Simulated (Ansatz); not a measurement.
# Li on Rh(111): change of the work function

Wanted: Δφ(θ) for Li/Rh(111), starting from the fcc site.

Calculated with Ansatz 0.2.0; plane-wave DFT, PBE, Ansatz PAW.

Most raw output is cut from this account.

## Step 1: Starting point

The cell holds 4 atoms: 4 Rh. Cell: a = 2.687 Å, b = 2.687 Å, c = 24.582 Å, α = 90.0°, β = 90.0°, γ = 60.0°. Vacuum lies along c.

## Step 2: The clean slab

The bare slab comes first, as the zero from which every change is counted. The two lowest layers are held at bulk places and the upper ones relax. The dipole correction removes the false field that a one-sided slab makes across the periodic vacuum, so each face gets a flat vacuum level of its own.

Input file input.yaml:

```yaml
crystal:
  lattice:
    - [2.6870057685, 0.0, 0.0]
    - [1.3435028843, 2.3270152556, 0.0]
    - [0.0, 0.0, 24.5817930688]
  atoms:
    - { symbol: Rh, position: [0.0, 0.0, 0.3661246344] }
    - { symbol: Rh, position: [0.3333333333, 0.3333333333, 0.4553748781] }
    - { symbol: Rh, position: [0.6666666667, 0.6666666667, 0.5446251219] }
    - { symbol: Rh, position: [0.0, 0.0, 0.6338753656] }
kpoints:
  mp_grid: { grid: [12, 12, 1] }
hamiltonian:
  xc: pbe
scf:
  occupations: { method: fermi_dirac, width: 0.1 }
  convergence: { dr2_threshold: 1.0e-08 }
efield:
  axis: 3
  dipole_correction: true
  ramp_position: 0.97
  ramp_width: 0.06
relax:
  f_tol: 0.02
  max_steps: 60
  constraints: [{ sites: [0, 1] }]
output:
  write_potential: true
  write_density: true
  volumetric_format: npy
```

Started as:

```
ansatz run input.yaml --threads 4 --pin off --max-ram 6144MiB --backend cpu --events-out ev --progress --plain --runs-dir out
```

It took 24 s on 4 threads of AMD EPYC (Zen 3), shared host; peak memory 0.51 GiB; 63 s of CPU time.

The steps of the relaxation:

| step | energy less that of the first step (eV) | largest force component (eV/Å) |
| --- | --- | --- |
| 1 | 0.0000 | 0.0350 |
| 2 | -0.0001 | 0.0224 |
| 3 | -0.0001 | 0.0004 |

Forces are held to the 6 operations that the run works with; a distortion that breaks them can't arise in this run.

The relaxed structure:

```xyz
4
Lattice="2.6870 0.0000 0.0000 1.3435 2.3270 0.0000 0.0000 0.0000 24.5818" Properties=species:S:1:pos:R:3
Rh    0.0000    0.0000    9.0000
Rh    1.3435    0.7757   11.1939
Rh    2.6870    1.5513   13.3841
Rh    0.0000    0.0000   15.5738
```

Numbers from this step:

```yaml
energy_at_zero_smearing: -25609.9437 eV
work_function_upper_face: 5.167 eV
dipole_along_the_normal: 6.05e-5 e·Å
```

Running mean over 2.194 Å of the planar mean; the ramp of the sawtooth is left out. The electron's electrostatic potential energy less the Fermi level by z:

```
z (Å)  electron's electrostatic potential energy less the Fermi level (eV)
  3.5                                                                 5.17
  4.0                                                                 5.17
  4.5                                                                 5.17
  5.0                                                                 5.16
  5.5                                                                 5.15
  6.0                                                                 5.10
  6.5                                                                 4.90
  7.0                                                                 4.16
  7.5                                                                0.989
  8.0                                                                -5.57
  8.5                                                                -11.0
  9.0                                                                -12.7
  9.5                                                                -13.0
 10.0                                                                -13.1
 10.5                                                                -13.1
 11.0                                                                -13.2
 11.5                                                                -13.3
 12.0                                                                -13.3
 12.5                                                                -13.3
 13.0                                                                -13.3
 13.5                                                                -13.2
 14.0                                                                -13.2
 14.5                                                                -13.1
 15.0                                                                -13.0
 15.5                                                                -12.8
 16.0                                                                -11.5
 16.5                                                                -6.58
 17.0                                                                0.143
 17.5                                                                 3.93
 18.0                                                                 4.85
 18.5                                                                 5.08
 19.0                                                                 5.14
 19.5                                                                 5.16
 20.0                                                                 5.17
 20.5                                                                 5.17
 21.0                                                                 5.17
 21.5                                                                 5.17
```

The relaxation took 3 steps and lowered the energy by 1.3e-4 eV; the largest force on the free atoms ends at 4.0e-4 eV/Å.

The work function of the upper face is 5.17 eV.

## Step 3: The covered slab, k-mesh 6×6×1, coverage 0.25 ML

System of this step: Li/Rh(111). The cell holds 17 atoms: 16 Rh and 1 Li. Cell: a = 5.374 Å, b = 5.374 Å, c = 26.882 Å, α = 90.0°, β = 90.0°, γ = 60.0°. Vacuum lies along c.

The clean slab as it ended is repeated in the plane and the adsorbate is set on one face; the cell's size fixes the coverage, and the k-mesh shrinks with it to keep the sampling density about even. Adsorbate and upper layers relax, since the dipole depends on the height.

Input file input.yaml:

```yaml
crystal:
  lattice:
    - [5.374011537, -1.0e-10, 0.0]
    - [2.6870057685, 4.6540305112, 0.0]
    - [0.0, 0.0, 26.8819036974]
  atoms:
    - { symbol: Rh, position: [0.0, 0.0, 0.3347977175] }
    - { symbol: Rh, position: [0.1666666667, 0.1666666667, 0.4164113951] }
    - { symbol: Rh, position: [0.3333333333, 0.3333333333, 0.4978846806] }
    - { symbol: Rh, position: [0.0, 0.0, 0.5793417999] }
    - { symbol: Rh, position: [0.0, 0.5, 0.3347977175] }
    - { symbol: Rh, position: [0.1666666667, 0.6666666667, 0.4164113951] }
    - { symbol: Rh, position: [0.3333333333, 0.8333333333, 0.4978846806] }
    - { symbol: Rh, position: [0.0, 0.5, 0.5793417999] }
    - { symbol: Rh, position: [0.5, 0.0, 0.3347977175] }
    - { symbol: Rh, position: [0.6666666667, 0.1666666667, 0.4164113951] }
    - { symbol: Rh, position: [0.8333333333, 0.3333333333, 0.4978846806] }
    - { symbol: Rh, position: [0.5, 0.0, 0.5793417999] }
    - { symbol: Rh, position: [0.5, 0.5, 0.3347977175] }
    - { symbol: Rh, position: [0.6666666667, 0.6666666667, 0.4164113951] }
    - { symbol: Rh, position: [0.8333333333, 0.8333333333, 0.4978846806] }
    - { symbol: Rh, position: [0.5, 0.5, 0.5793417999] }
    - { symbol: Li, position: [0.1666666667, 0.1666666667, 0.6652022825] }
kpoints:
  mp_grid: { grid: [6, 6, 1] }
hamiltonian:
  xc: pbe
scf:
  occupations: { method: fermi_dirac, width: 0.1 }
  convergence: { dr2_threshold: 1.0e-08 }
efield:
  axis: 3
  dipole_correction: true
  ramp_position: 0.97
  ramp_width: 0.06
relax:
  f_tol: 0.02
  max_steps: 60
  constraints: [{ sites: [0, 1, 4, 5, 8, 9, 12, 13] }]
output:
  dos: { projected: true, e_range: [-8, 4] }
  write_potential: true
  write_density: true
  volumetric_format: npy
  elf: true
```

Run time: 3.4 min. Hardware: 4 threads; peak memory 2.7 GiB; 11 min of CPU time.

Step by step:

| step | energy less that of the first step (eV) | largest force component (eV/Å) |
| --- | --- | --- |
| 1 | 0.0000 | 0.7454 |
| 2 | -0.1095 | 0.1471 |
| 3 | -0.1163 | 0.0452 |
| 4 | -0.1170 | 0.0135 |

The run keeps the 6 symmetry operations that it works with, so distortions that break them were not tested.

The atoms that moved most (Å):

| atom | dx | dy | dz | length |
| --- | --- | --- | --- | --- |
| Li17 | 0.000 | 0.000 | -0.250 | 0.250 |
| Rh16 | 0.000 | 0.000 | 0.061 | 0.061 |
| Rh15 | 0.000 | 0.000 | -0.029 | 0.029 |
| Rh12 | 0.016 | -0.009 | 0.007 | 0.020 |
| Rh4 | -0.016 | -0.009 | 0.007 | 0.020 |
| Rh8 | 0.000 | 0.018 | 0.007 | 0.020 |
| Rh7 | 0.000 | -0.002 | 0.019 | 0.019 |
| Rh11 | -0.001 | 0.001 | 0.019 | 0.019 |

Final coordinates:

```xyz
17
Lattice="5.3740 0.0000 0.0000 2.6870 4.6540 0.0000 0.0000 0.0000 26.8819" Properties=species:S:1:pos:R:3
Rh    0.0000    0.0000    9.0000
Rh    1.3435    0.7757   11.1939
Rh    2.6884    1.5522   13.4029
Rh   -0.0160   -0.0092   15.5807
Rh    1.3435    2.3270    9.0000
Rh    2.6870    3.1027   11.1939
Rh    4.0305    3.8767   13.4029
Rh    1.3435    2.3455   15.5807
Rh    2.6870    0.0000    9.0000
Rh    4.0305    0.7757   11.1939
Rh    5.3726    1.5522   13.4029
Rh    2.7030   -0.0092   15.5807
Rh    4.0305    2.3270    9.0000
Rh    5.3740    3.1027   11.1939
Rh    6.7175    3.8784   13.3553
Rh    4.0305    2.3270   15.6350
Li    1.3435    0.7757   17.6321
```

Numbers from this step:

```
energy at zero smearing        : -102645.4597 eV
work function, upper face      : 2.340 eV
work function, lower face      : 5.175 eV
dipole along the normal        : 0.3919 e·Å
step between the vacuum levels : -2.835 eV
```

Running mean over 2.194 Å of the planar mean; the ramp of the sawtooth is left out. The electron's electrostatic potential energy less the Fermi level by z:

| z (Å) | electron's electrostatic potential energy less the Fermi level (eV) |
| --- | --- |
| 3.5 | 5.18 |
| 4.0 | 5.17 |
| 4.5 | 5.17 |
| 5.0 | 5.17 |
| 5.5 | 5.16 |
| 6.0 | 5.11 |
| 6.5 | 4.91 |
| 7.0 | 4.17 |
| 7.5 | 0.977 |
| 8.0 | -5.56 |
| 8.5 | -11.1 |
| 9.0 | -12.7 |
| 9.5 | -13.0 |
| 10.0 | -13.1 |
| 10.5 | -13.1 |
| 11.0 | -13.2 |
| 11.5 | -13.2 |
| 12.0 | -13.2 |
| 12.5 | -13.2 |
| 13.0 | -13.2 |
| 13.5 | -13.2 |
| 14.0 | -13.1 |
| 14.5 | -12.9 |
| 15.0 | -12.9 |
| 15.5 | -12.8 |
| 16.0 | -11.8 |
| 16.5 | -7.61 |
| 17.0 | -1.71 |
| 17.5 | 1.48 |
| 18.0 | 1.85 |
| 18.5 | 1.86 |
| 19.0 | 2.10 |
| 19.5 | 2.25 |
| 20.0 | 2.30 |
| 20.5 | 2.33 |
| 21.0 | 2.33 |
| 21.5 | 2.34 |
| 22.0 | 2.34 |
| 22.5 | 2.34 |
| 23.0 | 2.34 |
| 23.5 | 2.34 |

The density of states has structure finer than the step of the table below, so its rows give means over 0.5 eV, whole bins alone (the curve runs from -8 to 1.98 eV). Peaks (eV: height): -4.27: 39.5, -2.77: 85.6, -2.68: 53.9, -2.62: 41.3, -2.35: 44.0, -1.68: 47.3, 0.09: 44.1.

Density of states against energy, zero at the Fermi level; means over each step:

```
energy (eV)  density of states (states/eV a cell)
       -7.5                                 0.215
       -7.0                                 0.919
       -6.5                                  1.12
       -6.0                                  4.23
       -5.5                                  18.9
       -5.0                                  27.4
       -4.5                                  22.6
       -4.0                                  19.4
       -3.5                                  18.1
       -3.0                                  29.1
       -2.5                                  33.6
       -2.0                                  23.6
       -1.5                                  24.4
       -1.0                                  23.6
       -0.5                                  28.2
        0.0                                  25.0
        0.5                                  27.8
        1.0                                  8.00
        1.5                                  7.35
```

Projected DOS per atom over height of the atomic layer and energy from the Fermi level. Layers: Rh4 Rh4 Rh4 Rh4 Li from below.

Ten even steps from '_' (0.00 states/eV) to '@' (2.31 states/eV), each cell a mean:
```
........::
________::
--------..
##@@%%**__
##++++##__
%%****%%__
%%++++##__
##++**##__
##====##__
@@****@@__
@@@@%%@@__
++****++__
==++++++__
++====++__
++******__
==@@@@==__
::%%##::__
__::::____
__________
__________
__________
__________
```
Columns: height of the atomic layer (Å) from 9 to 17.6; rows upwards: energy from the Fermi level (eV) from -7.96 to 1.95.

Valence density in the ca plane at fractional y = 0.167, with atoms of Rh and Li within 0.2 Å of it. It is the smooth field of the valence electrons, not physical close to the nuclei.

Ten steps, logarithmic in the rise over the least value, from '0' (0 e/Å³) to '9' (13 e/Å³), each cell a mean:
```
56532223222355532345532100000000000000000000
55432233322345532345532100000000000000000000
34322356642234322234321100000000000000000000
22223589863222221222221000000000000000000000
22223699963222211122211000000000000000000000
23223588853222221223221000000000000000000000
44432356532234432234431100000000000000000000
55532223322345532345532100000000000000000000
55432233322345532345532100000000000000000000
34322356642234322233321111000000000000000000
22223589863222221222221256400000000000000000
22223699963222211122221278600000000000000000
23223588853222221222221146300000000000000000
44432356532234432234432110000000000000000000
```
Columns run along c (16.0 Å, from fractional 0.32 to 0.92 of the cell), rows up along a (5.4 Å). Atoms in or near the plane, at fractional coordinates: Rh at (0.42, 0.17), Rh at (0.42, 0.67), Li at (0.66, 0.17).

Electrostatic potential energy in the ca plane at fractional y = 0.167, with atoms of Rh and Li within 0.2 Å of it. With pseudopotentials it is smooth inside the atoms' cores, unlike the true potential.

Ten even steps from '0' (-50 eV) to '9' (9 eV), each cell a mean:
```
53589988899854579864589999999999999999999999
54689988899864579864589999999999999999999999
87889742479987789987899999999999999999999999
99998400038999999999999999999999999999999999
99998200028999999999999999999999999999999999
98898500048998999998999999999999999999999999
76789854579876789976789999999999999999999999
54589988899864579864589999999999999999999999
54689988899864579864589999999999999999999999
87889742479987789987899987899999999999999999
99998400038999999999999854689999999999999999
99998200028999999999999742589999999999999999
98998400048998999999999865689999999999999999
76789853589977789987789988899999999999999999
```
Columns run along c (16.0 Å, from fractional 0.32 to 0.92 of the cell; values clipped at the 3rd and 97th percentile), rows up along a (5.4 Å). Atoms in or near the plane, at fractional coordinates: Rh at (0.42, 0.17), Rh at (0.42, 0.67), Li at (0.66, 0.17).

ELF in the ca plane at fractional y = 0.167, with atoms of Rh and Li within 0.2 Å of it. It is the smooth field of the valence electrons, not physical close to the nuclei.

Values in units of 1e-1, 8 rows by 16 columns, each cell a mean:
```
4.0 2.4 2.4 2.4 3.4 3.1 3.0 3.7 2.9 1.7 0.7 0.2 0.0 0.0 0.0 0.0
2.7 2.4 4.7 3.3 2.6 2.4 2.3 2.6 2.5 2.0 0.7 0.2 0.0 0.0 0.0 0.0
2.7 2.7 7.2 4.7 2.6 2.1 2.1 2.8 2.5 1.4 0.5 0.1 0.0 0.0 0.0 0.0
2.7 2.4 4.9 3.3 2.5 2.3 2.3 2.7 2.5 1.9 0.7 0.2 0.0 0.0 0.0 0.0
4.0 2.4 2.4 2.4 3.4 3.1 3.0 3.6 2.9 1.8 0.7 0.2 0.0 0.0 0.0 0.0
2.6 2.4 4.8 3.3 2.6 2.4 2.2 2.7 2.1 1.9 0.1 0.1 0.0 0.0 0.0 0.0
2.7 2.7 7.2 4.6 2.6 2.1 2.1 3.1 3.0 8.5 0.1 0.1 0.0 0.0 0.0 0.0
2.7 2.4 4.9 3.3 2.5 2.3 2.3 2.8 2.0 2.2 0.1 0.1 0.0 0.0 0.0 0.0
```
Columns run along c (16.0 Å, from fractional 0.32 to 0.92 of the cell), rows up along a (5.4 Å). Atoms in or near the plane, at fractional coordinates: Rh at (0.42, 0.17), Rh at (0.42, 0.67), Li at (0.66, 0.17).

The relaxation took 4 steps and lowered the energy by 0.12 eV; the largest force on the free atoms ends at 0.013 eV/Å.

By hand: a sheet of dipoles makes a step −p/(ε₀A) in the electron's potential. With e/ε₀ = 180.95 V·Å, p = 0.3919 e·Å and A = 25.01 Å², that is −180.95 × (0.3919) / 25.01 = -2.835 eV, and the two vacuum levels of the run differ by -2.835 eV.

The covered face has 2.34 eV, -2.83 eV against the clean one; the bare back face has moved by +0.01 eV, a measure of how thin the slab is.

## Step 4: Adsorbate added, k-mesh 12×12×1, coverage 1 ML

System of this step: Li/Rh(111). The cell holds 5 atoms: 4 Rh and 1 Li. Cell: a = 2.687 Å, b = 2.687 Å, c = 26.882 Å, α = 90.0°, β = 90.0°, γ = 60.0°. Vacuum lies along c.

Another coverage, to see how the dipoles act on each other as their distance changes.

input.yaml, the sections that differ from step 3:

```yaml
crystal:
  lattice:
    - [2.6870057685, 0.0, 0.0]
    - [1.3435028843, 2.3270152556, 0.0]
    - [0.0, 0.0, 26.8819036974]
  atoms:
    - { symbol: Rh, position: [0.0, 0.0, 0.3347977175] }
    - { symbol: Rh, position: [0.3333333333, 0.3333333333, 0.4164113951] }
    - { symbol: Rh, position: [0.6666666667, 0.6666666667, 0.4978846806] }
    - { symbol: Rh, position: [0.0, 0.0, 0.5793417999] }
    - { symbol: Li, position: [0.3333333333, 0.3333333333, 0.6652022825] }
kpoints:
  mp_grid: { grid: [12, 12, 1] }
relax:
  f_tol: 0.02
  max_steps: 60
  constraints: [{ sites: [0, 1] }]
output:
  write_potential: true
  write_density: true
  volumetric_format: npy
# hamiltonian, scf, efield: as in step 3
```

The job ended after 30 s (4 threads; peak memory 0.52 GiB).

Relaxation path:

```
step  energy less that of the first step (eV)  largest force component (eV/Å)
   1                                   0.0000                          0.7253
   2                                  -0.0750                          0.2505
   3                                  -0.0814                          0.0197
```

The run keeps the 6 symmetry operations that it works with, so distortions that break them were not tested.

The atoms that moved most (Å):

| atom | dx | dy | dz | length |
| --- | --- | --- | --- | --- |
| Li5 | 0.000 | 0.000 | -0.212 | 0.212 |
| Rh4 | 0.000 | 0.000 | 0.047 | 0.047 |
| Rh3 | 0.000 | 0.000 | 0.010 | 0.010 |

Final coordinates:

```xyz
5
Lattice="2.6870 0.0000 0.0000 1.3435 2.3270 0.0000 0.0000 0.0000 26.8819" Properties=species:S:1:pos:R:3
Rh    0.0000    0.0000    9.0000
Rh    1.3435    0.7757   11.1939
Rh    2.6870    1.5513   13.3941
Rh    0.0000    0.0000   15.6206
Li    1.3435    0.7757   17.6702
```

This step gave:

| Quantity | Value |
| --- | --- |
| energy at zero smearing | -25815.2691 eV |
| work function, upper face | 3.670 eV |
| work function, lower face | 5.170 eV |
| dipole along the normal | 0.05182 e·Å |
| step between the vacuum levels | -1.500 eV |

Running mean over 2.194 Å of the planar mean; the ramp of the sawtooth is left out. The electron's electrostatic potential energy less the Fermi level by z:

```csv
z (Å),electron's electrostatic potential energy less the Fermi level (eV)
4,5.17
5,5.16
6,5.10
7,4.17
8,-5.56
9,-12.7
10,-13.1
11,-13.2
12,-13.2
13,-13.2
14,-12.9
15,-12.7
16,-12.3
17,-5.17
18,-1.99
19,1.02
20,3.17
21,3.59
22,3.66
23,3.67
```

The relaxation took 3 steps and lowered the energy by 0.081 eV; the largest force on the free atoms ends at 0.020 eV/Å.

The covered face has 3.67 eV, -1.50 eV against the clean one; the bare back face has moved by +0.00 eV, a measure of how thin the slab is.

## Step 5: Work function against coverage

This step: plane-wave DFT, PBE, Ansatz PAW; work function against coverage (Ansatz 0.2.0).

The runs are now put side by side.

Numbers from this step:

```yaml
work_function_of_the_clean_face: 5.167 eV
largest_change_of_the_work_function: -2.827 eV
```

Work function of the covered face against coverage:

```
coverage (adsorbates/nm²)  work function of the covered face (eV)
                     0.00                                    5.17
                     4.00                                    2.34
                    15.99                                    3.67
```

The dipole per adsorbate comes from the change of the cell's dipole. Coverage, by row:

```
coverage (1/nm²)  coverage (ML)  work function (eV)  change (eV)  dipole per adsorbate, positive end outwards (debye)  mean height of the added atoms over the highest substrate atom (Å)
           3.998           0.25                2.34       -2.827                                                1.881                                                               1.997
           15.99              1                3.67       -1.497                                                0.249                                                                2.05
```

## Step 6: Results

```json
{
  "work function of the clean face": "5.17 eV",
  "work function at 0.25 ML": "2.34 eV",
  "work function at 1 ML": "3.67 eV",
  "dipole per adsorbate at 0.25 ML, positive end outwards": "1.88 D"
}
```

What this shows: Li lowers the work function of Rh(111) at the lowest coverage, by 2.83 eV: the adsorbate layer has its positive end outwards. The slab has 4 layers, at the tabulated experimental lattice constant, one starting site was run, and quantum-size effects of a slab this thin can reach one or two tenths of an eV.

[Logs are printed without paths, hosts, clocks, repeated set-up lines and the standing remarks that a program may print on its own settings, such as how far it seeks lower states.]

[Hosts, paths, dates, database ids (printed as entryN), source tags and the programs' standing remarks are cut or masked in the printed files.]

[Maps of the electrostatic potential energy from Ansatz leave out the sawtooth potential of an applied field or a dipole correction, so their vacuum need not be flat; planar profiles and work functions include it.]

[The density of states shown here was stored with 400 of the rows of the run's finer table, so its peaks can read low, often by over a quarter, or be missed, and its means over a window can be off by a tenth or more.]
